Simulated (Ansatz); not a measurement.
# Lattice dynamics of Ti2NO2 monolayer

How does Ti2NO2 monolayer vibrate, and is this structure a minimum?

Method: DFT PBEsol, scalar-relativistic, plane waves, PAW; PAW set soft_1, in Ansatz 0.2.0.

### 1. Starting point

The cell holds 5 atoms: 1 N, 2 Ti and 2 O. Cell: a = 3.040 Å, b = 3.040 Å, c = 20.000 Å, α = 90.0°, β = 90.0°, γ = 120.0°. Vacuum lies along c.

### 2. Coarse relaxation

A rough relaxation comes first, because large forces or stress need no tight tolerances yet.

The program solves this slab on a cell height of its own, 32.6 Å, in place of the one typed.

input.yaml

```yaml
crystal:
  lattice:
    - [3.04, 0.0, 0.0]
    - [-1.52, 2.63272, 0.0]
    - [0.0, 0.0, 20.0]
  atoms:
    - { symbol: "N", position: [0.0, 0.0, 0.5] }
    - { symbol: Ti, position: [0.333333, 0.666667, 0.56] }
    - { symbol: Ti, position: [0.666667, 0.333333, 0.44] }
    - { symbol: O, position: [0.666667, 0.333333, 0.61] }
    - { symbol: O, position: [0.333333, 0.666667, 0.39] }
  periodic: [true, true, false]
kpoints:
  mp_grid: { grid: [9, 9, 1] }
hamiltonian:
  xc: pbesol
  pseudopotentials: { kind: paw, azcp: { folder: soft_1 }, xc_functional: pbe }
scf:
  occupations: { method: gaussian, width: 0.1 }
output:
  forces: true
  stress: true
  eigenvalues: true
relax:
  adjacent_minimum: "off"
  f_tol: 0.05
  max_steps: 80
  cell: { stress_2d_tol: 0.02 }
```

Command:

```sh
$ ansatz run input.yaml --threads 4 --pin off --max-ram 16384MiB --backend cpu --events-out ev --progress --plain --runs-dir out
```

Numbers of over 12 decimals in the logs are rounded to 6 here.

Output:

```text
[...]
cell:  # Å, volume = 247.8852 Å³
    - [2.963133, 0.0, 0]
    - [-1.481567, 2.566149, 0]
    - [0, 0, 32.6]
  atoms:
    - { symbol: N, position: [0, 0, 0.306748] }
    - { symbol: Ti, position: [0.333333, 0.666667, 0.345171] }
    - { symbol: Ti, position: [0.666667, 0.333333, 0.268326] }
    - { symbol: O, position: [0.666667, 0.333333, 0.374168] }
    - { symbol: O, position: [0.333333, 0.666667, 0.239328] }
[key lines of the parts left out:]
SCF converged after 5 iterations
Free energy (F): -6455.460350 eV
Fermi energy:    -5.862052 eV
P = ½ c Tr σ = -0.0048 N/m
```

The job ended after 19 s (4 threads of Arm Neoverse V1, shared host; peak memory 0.6 GiB).

This run has no spin polarisation although its electron count is odd.

The steps of the relaxation:

```
step  energy less that of the first step (eV)  largest force component (eV/Å)  volume (Å³)
   1                                   0.0000                          1.8939       260.91
   2                                  -0.2165                          0.6754       246.88
   3                                  -0.2598                          0.0760       248.27
   4                                  -0.2602                          0.0273       248.32
   5                                  -0.2603                          0.0006       248.14
   6                                  -0.2604                          0.0004       248.10
  7*                                  -0.2554                          0.0014       248.10
   8                                  -0.2556                          0.0000       247.89
  9*                                  -0.2555                          0.0000       247.89
```

Relaxation steps marked * repeat the geometry before them on a plane-wave basis chosen anew for their cell, so energy and pressure can jump there.

The run keeps the 12 symmetry operations that it works with, so distortions that break them were not tested.

| cell as run | before | after | change |
| --- | --- | --- | --- |
| a (Å) | 3.040 | 2.963 | -2.5 % |
| b (Å) | 3.040 | 2.963 | -2.5 % |

The atoms that moved most (Å, along periodic axes as changes of fractional coordinates times the final cell, across vacuum about the mean position):

```
atom     dx     dy      dz  length
 Ti2  0.000  0.000   0.053   0.053
 Ti3  0.000  0.000  -0.053   0.053
```

Final coordinates:

```xyz
5
Lattice="2.9631 0.0000 0.0000 -1.4816 2.5661 0.0000 0.0000 0.0000 32.6000" Properties=species:S:1:pos:R:3
N     0.0000    0.0000   10.0000
Ti    0.0000    1.7108   11.2526
Ti    1.4816    0.8554    8.7474
O     1.4816    0.8554   12.1979
O     0.0000    1.7108    7.8021
```

Numbers from this step:

```yaml
gap_on_the_k_mesh: 0 eV
area_per_atom: 1.521 Å²
```

The relaxation ends with a largest force component of 1.8e-5 eV/Å.

### 3. Relaxation

Harmonic phonons are second derivatives at a point where the forces vanish, and they are wanted at zero stress, so atoms and cell are relaxed first.

input.yaml

```yaml
crystal:
  lattice:
    - [2.9631334039, 0.0, 0.0]
    - [-1.481566702, 2.5661488026, 0.0]
    - [0.0, 0.0, 32.6]
  atoms:
    - { symbol: "N", position: [0.0, 0.0, 0.3067484663] }
    - { symbol: Ti, position: [0.3333333333, 0.6666666667, 0.3451706086] }
    - { symbol: Ti, position: [0.6666666667, 0.3333333333, 0.2683263239] }
    - { symbol: O, position: [0.6666666667, 0.3333333333, 0.3741684807] }
    - { symbol: O, position: [0.3333333333, 0.6666666667, 0.2393284519] }
  periodic: [true, true, false]
kpoints:
  mp_grid: { grid: [15, 15, 1] }
hamiltonian:
  xc: pbesol
  pseudopotentials: { kind: paw, azcp: { folder: soft_1 }, xc_functional: pbe }
scf:
  occupations: { method: gaussian, width: 0.1 }
output:
  forces: true
  stress: true
  eigenvalues: true
  write_density: true
  write_potential: true
  elf: true
  volumetric_format: npy
relax:
  adjacent_minimum: "off"
  f_tol: 0.005
  max_steps: 80
  cell: { stress_2d_tol: 0.02 }
```

Output:

```text
[...]
Crystal: 5 atoms, lattice volume = 247.885 Å³
Basis set: ecut = 420 eV, 4729 PW (Γ), exchange–correlation on 40×40×450 points (8 copies of the dense FFT grid, shifted against one another)
Bands: 26, of which v1, the nominal top of the filled ones, is band 21 counted from 1 (20 counted from 0)
Symmetry: 12 space group operations
[...]
k-points: 27 of 225
[...]
SCF iter   1: F=—  HF=-6461.513074 eV  |F-HF|=—  |Δ(HF+E_count)|=         —  Δρ=9.48e-2  dr2=2.47e1  ethr=3.10e-3  ⟨swp⟩=10.3  Hψ=5053  notcnv=0
[...]
SCF iter  11: F=-6455.461326 eV  HF=-6455.461326 eV  |F-HF|=5.78e-10  |Δ(HF+E_count)|=   5.10e-8  Δρ=1.45e-7  dr2=2.95e-11  ethr=3.34e-12  ⟨swp⟩=9.3  Hψ=5551  notcnv=0
SCF 1 converged in 11 iterations: F = -6455.461326 eV  dr2 = 2.95e-11
[...]
relax step   1: F+E_penalty+E_count = -6455.46132639 eV  Δ(F+E_penalty+E_count) = +0.000e0 eV  max|allowed force component| = 2.695e-2 eV/Å  Δτ_max = 0.0000 Å  P = +0.050 N/m  Ω = 247.885 Å³  fix = [c, alpha, beta]  reactions: c +0.000 N/m  (11 SCF iters, dr2 threshold 1.00e-7 eV, accepted)
Crystal: 5 atoms, lattice volume = 248.097 Å³
[...]
SCF iter   5: F=-6455.461271 eV  HF=-6455.461271 eV  |F-HF|=3.09e-8  |Δ(HF+E_count)|=   1.21e-7  Δρ=1.66e-6  dr2=1.22e-8  ethr=1.11e-10  ⟨swp⟩=14.5  Hψ=7788  notcnv=0
SCF 2 converged in 5 iterations: F = -6455.461271 eV  dr2 = 1.22e-8
relax step   2: F+E_penalty+E_count = -6455.46127067 eV  Δ(F+E_penalty+E_count) = +5.572e-5 eV  max|allowed force component| = 1.714e-2 eV/Å  Δτ_max = 0.0024 Å  P = -0.020 N/m  Ω = 248.097 Å³  energy of the carried Pulay correction = -1.116e-4 eV  fix = [c, alpha, beta]  reactions: c -0.000 N/m  (5 SCF iters, dr2 threshold 4.54e-8 eV, accepted)
Crystal: 5 atoms, lattice volume = 248.103 Å³
[...]
SCF iter   5: F=-6455.461272 eV  HF=-6455.461272 eV  |F-HF|=2.06e-8  |Δ(HF+E_count)|=   9.35e-8  Δρ=6.06e-7  dr2=1.09e-9  ethr=4.48e-11  ⟨swp⟩=13.9  Hψ=6424  notcnv=0
SCF 3 converged in 5 iterations: F = -6455.461272 eV  dr2 = 1.09e-9
relax step   3: F+E_penalty+E_count = -6455.46127179 eV  Δ(F+E_penalty+E_count) = -1.115e-6 eV  max|allowed force component| = 1.031e-2 eV/Å  Δτ_max = 0.0011 Å  P = -0.026 N/m  Ω = 248.103 Å³  energy of the carried Pulay correction = -1.150e-4 eV  fix = [c, alpha, beta]  reactions: c -0.000 N/m  (5 SCF iters, dr2 threshold 1.84e-8 eV, accepted)
[...]
relax step   4: F+E_penalty+E_count = -6455.46128867 eV  Δ(F+E_penalty+E_count) = -1.689e-5 eV  max|allowed force component| = 3.339e-4 eV/Å  Δτ_max = 0.0005 Å  P = -0.003 N/m  Ω = 248.082 Å³  energy of the carried Pulay correction = -1.037e-4 eV  fix = [c, alpha, beta]  reactions: c -0.000 N/m  (4 SCF iters, dr2 threshold 6.65e-9 eV, accepted)
[...]
SCF iter   5: F=-6455.461387 eV  HF=-6455.461387 eV  |F-HF|=1.34e-8  |Δ(HF+E_count)|=   1.13e-8  Δρ=3.68e-8  dr2=1.84e-12  ethr=1.00e-12  ⟨swp⟩=10.7  Hψ=5259  notcnv=0
SCF 5 converged in 5 iterations: F = -6455.461387 eV  dr2 = 1.84e-12
relax step   5: F+E_penalty+E_count = -6455.46138670 eV  Δ(F+E_penalty+E_count) = -9.803e-5 eV  max|allowed force component| = 2.534e-4 eV/Å  Δτ_max = 0.0000 Å  P = -0.001 N/m  Ω = 248.082 Å³  fix = [c, alpha, beta]  reactions: c -0.000 N/m  stress off target by 5.82e-4 N/m on what of the cell is left free  SCF on the basis re-selected at this cell (its energy is not comparable with the rows above)  (5 SCF iters)
basis re-selected at this cell: Δ(F+E_penalty+E_count) = -9.803e-5 eV, ΔP = +0.003 N/m vs the last step (what re-selecting the basis moved, of the pressure what is left beyond the Pulay correction that the steps carried, after the strain that the cell walked since its last selection, with what the two solves' SCF thresholds leave and, on support functions, any second-order correction that the steps lacked; it is no m [...]
WARN: The output density's exchange-correlation potential varies sharply where the density is thin. Do not read a vacuum level from v_tot or v_xc, or from such a field of the output density. On a cell that repeats whose density bears no net charge and no dipole along the vacuum's axis use v_es (v_loc + v_h of the components); under efield.dipole_correction with no amplitude use v_es + v_field, which holds any externa [...]
SCF converged after 5 iterations
Free energy (F): -6455.461387 eV
[...]
Internal energy: -6455.441307 eV  (E = F + TS)
E sigma→0 (E₀):  -6455.451347 eV
Entropy (-TS):   -0.020080 eV (-4.016 meV/atom)
Fermi energy:    -5.813648 eV
[...]
--- Forces (eV/Å), atoms counted from 1 ---
  atom   1  N      0.00000000    -0.00000000     0.00000000
  atom   2  Ti    -0.00000000     0.00000000     0.00014113
  atom   3  Ti     0.00000000     0.00000000    -0.00014113
  atom   4  O     -0.00000000    -0.00000000    -0.00025340
  atom   5  O      0.00000000     0.00000000     0.00025340
  max |Σ_I F_I| component: 1.85e-17 eV/Å
--- 2D stress c σ (N/m, compression-positive) ---
       -0.000582      -0.000000      -0.000000
       -0.000000      -0.000582       0.000000
       -0.000000       0.000000      -0.000000
  P = ½ c Tr σ = -0.0006 N/m
--- Band table (eV; the first three rows and the last of 27) ---
  k-point 0: bands = [... 17 lower, -8.6168, -8.0788, -8.0788, -5.7835, -5.7835, -4.9963, -4.7882, -4.7882, ... 1 higher]
  k-point 1: bands = [... 17 lower, -8.5071, -8.4184, -8.2506, -5.6996, -5.6003, -5.1435, -4.7790, -4.5715, ... 1 higher]
  k-point 2: bands = [... 17 lower, -9.2425, -8.6181, -8.3171, -5.7702, -5.2474, -5.0364, -4.6857, -4.3134, ... 1 higher]
  k-point 26: bands = [... 17 lower, -10.2578, -9.6438, -9.6438, -5.1950, -4.7717, -4.7717, -3.9178, -3.7816, ... 1 higher]
--- Relaxed structure (4 steps of the walk, 4 accepted, 1 SCFs on fresh bases) ---
[...]
cell:  # Å, volume = 248.0821 Å³
    - [2.964310, 2.8879045384549616e-11, 0]
    - [-1.482155, 2.567167, 0]
    - [0, 0, 32.6]
  atoms:
    - { symbol: N, position: [0, 0, 0.306748] }
    - { symbol: Ti, position: [0.333333, 0.666667, 0.345176] }
    - { symbol: Ti, position: [0.666667, 0.333333, 0.268321] }
    - { symbol: O, position: [0.666667, 0.333333, 0.374104] }
    - { symbol: O, position: [0.333333, 0.666667, 0.239393] }
```

Wall time 21 s (4 threads); peak memory 0.64 GiB; 82 s of CPU time.

Little changed from the start: no atom moved by 0.005 Å and no cell edge by 0.1 %.

This step gave:

| Quantity | Value |
| --- | --- |
| area per atom | 1.522 Å² |

ELF in the ac plane at fractional y = 0.333, with atoms of Ti and O within 0.2 Å of it. It is the smooth field of the valence electrons, not physical close to the nuclei.

Values, 24 rows by 15 columns, each cell a mean:
```
0.00 0.00 0.00 0.00 0.00 0.00 0.00 0.00 0.00 0.00 0.00 0.00 0.00 0.00 0.00
0.00 0.00 0.00 0.00 0.00 0.00 0.00 0.00 0.00 0.00 0.00 0.00 0.00 0.00 0.00
0.00 0.00 0.00 0.00 0.00 0.00 0.00 0.00 0.00 0.00 0.00 0.00 0.00 0.00 0.00
0.00 0.00 0.00 0.00 0.00 0.00 0.00 0.00 0.00 0.00 0.00 0.00 0.00 0.00 0.00
0.00 0.00 0.00 0.00 0.00 0.00 0.00 0.00 0.00 0.00 0.00 0.00 0.00 0.00 0.00
0.00 0.00 0.00 0.00 0.00 0.00 0.00 0.00 0.00 0.00 0.00 0.00 0.00 0.00 0.00
0.00 0.00 0.00 0.00 0.00 0.00 0.00 0.00 0.00 0.00 0.00 0.00 0.00 0.00 0.00
0.00 0.00 0.00 0.00 0.00 0.00 0.00 0.00 0.00 0.00 0.00 0.00 0.00 0.00 0.00
0.00 0.00 0.00 0.00 0.00 0.00 0.00 0.00 0.00 0.00 0.00 0.00 0.00 0.00 0.00
0.00 0.00 0.00 0.00 0.00 0.00 0.00 0.00 0.00 0.00 0.00 0.00 0.00 0.00 0.00
0.00 0.00 0.00 0.00 0.00 0.00 0.00 0.00 0.00 0.00 0.00 0.00 0.00 0.00 0.00
0.00 0.00 0.00 0.00 0.00 0.00 0.00 0.00 0.00 0.00 0.00 0.00 0.00 0.00 0.00
0.00 0.00 0.00 0.00 0.00 0.00 0.00 0.00 0.00 0.00 0.00 0.00 0.00 0.00 0.00
0.01 0.00 0.00 0.00 0.00 0.01 0.04 0.07 0.09 0.11 0.12 0.11 0.09 0.07 0.04
0.37 0.13 0.04 0.04 0.13 0.37 0.59 0.70 0.73 0.69 0.65 0.69 0.73 0.70 0.59
0.16 0.13 0.16 0.16 0.13 0.16 0.30 0.44 0.52 0.52 0.50 0.52 0.52 0.44 0.29
0.42 0.51 0.55 0.55 0.51 0.42 0.30 0.20 0.16 0.16 0.16 0.16 0.16 0.20 0.30
0.13 0.23 0.33 0.33 0.23 0.13 0.24 0.53 0.68 0.69 0.66 0.69 0.68 0.53 0.24
0.41 0.54 0.59 0.59 0.54 0.41 0.23 0.10 0.08 0.10 0.10 0.10 0.08 0.10 0.22
0.03 0.04 0.05 0.05 0.04 0.03 0.02 0.01 0.00 0.00 0.00 0.00 0.00 0.01 0.02
0.00 0.00 0.00 0.00 0.00 0.00 0.00 0.00 0.00 0.00 0.00 0.00 0.00 0.00 0.00
0.00 0.00 0.00 0.00 0.00 0.00 0.00 0.00 0.00 0.00 0.00 0.00 0.00 0.00 0.00
0.00 0.00 0.00 0.00 0.00 0.00 0.00 0.00 0.00 0.00 0.00 0.00 0.00 0.00 0.00
0.00 0.00 0.00 0.00 0.00 0.00 0.00 0.00 0.00 0.00 0.00 0.00 0.00 0.00 0.00
```
Columns run along a (3.0 Å), rows up along c (32.6 Å). Atoms in or near the plane, at fractional coordinates: Ti at (0.67, 0.27), O at (0.67, 0.37).

Valence density in the ac plane at fractional y = 0.333, with atoms of Ti and O within 0.2 Å of it. It is the smooth field of the valence electrons, not physical close to the nuclei.

Ten steps, logarithmic in the rise over the least value, from '0' (0.00 × 1e0 e/Å³) to '9' (7.98 × 1e0 e/Å³), each cell a mean:
```
000000000000000
000000000000000
000000000000000
000000000000000
000000000000000
000000000000000
000000000000000
000000000000000
000000000000000
000000000000000
000000000000000
000000000000000
000000000000000
000000000000000
211112356787653
334433456777654
344443333333333
333333578999875
233332222232222
000000000000000
000000000000000
000000000000000
000000000000000
000000000000000
```
Columns run along a (3.0 Å), rows up along c (32.6 Å). Atoms in or near the plane, at fractional coordinates: Ti at (0.67, 0.27), O at (0.67, 0.37).

Electrostatic potential energy in the ac plane at fractional y = 0.333, with atoms of Ti and O within 0.2 Å of it. With pseudopotentials it is smooth inside the atoms' cores, unlike the true potential.

Ten even steps from '0' (-34 eV) to '9' (0 eV), each cell a mean:
```
999999999999999
999999999999999
999999999999999
999999999999999
999999999999999
999999999999999
999999999999999
999999999999999
999999999999999
999999999999999
999999999999999
999999999999999
999999999999999
999999999999999
999999865444568
543345654444456
777777776666677
577775200000002
899998887767788
999999999999999
999999999999999
999999999999999
999999999999999
999999999999999
```
Columns run along a (3.0 Å; values clipped at the 3rd and 97th percentile), rows up along c (32.6 Å). Atoms in or near the plane, at fractional coordinates: Ti at (0.67, 0.27), O at (0.67, 0.37).

[end of part 1 of 3]

[Logs are printed without paths, hosts, clocks, repeated set-up lines and the standing remarks that a program may print on its own settings, such as how far it seeks lower states.]

[Hosts, paths, dates, database ids (printed as entryN), source tags and the programs' standing remarks are cut or masked in the printed files.]
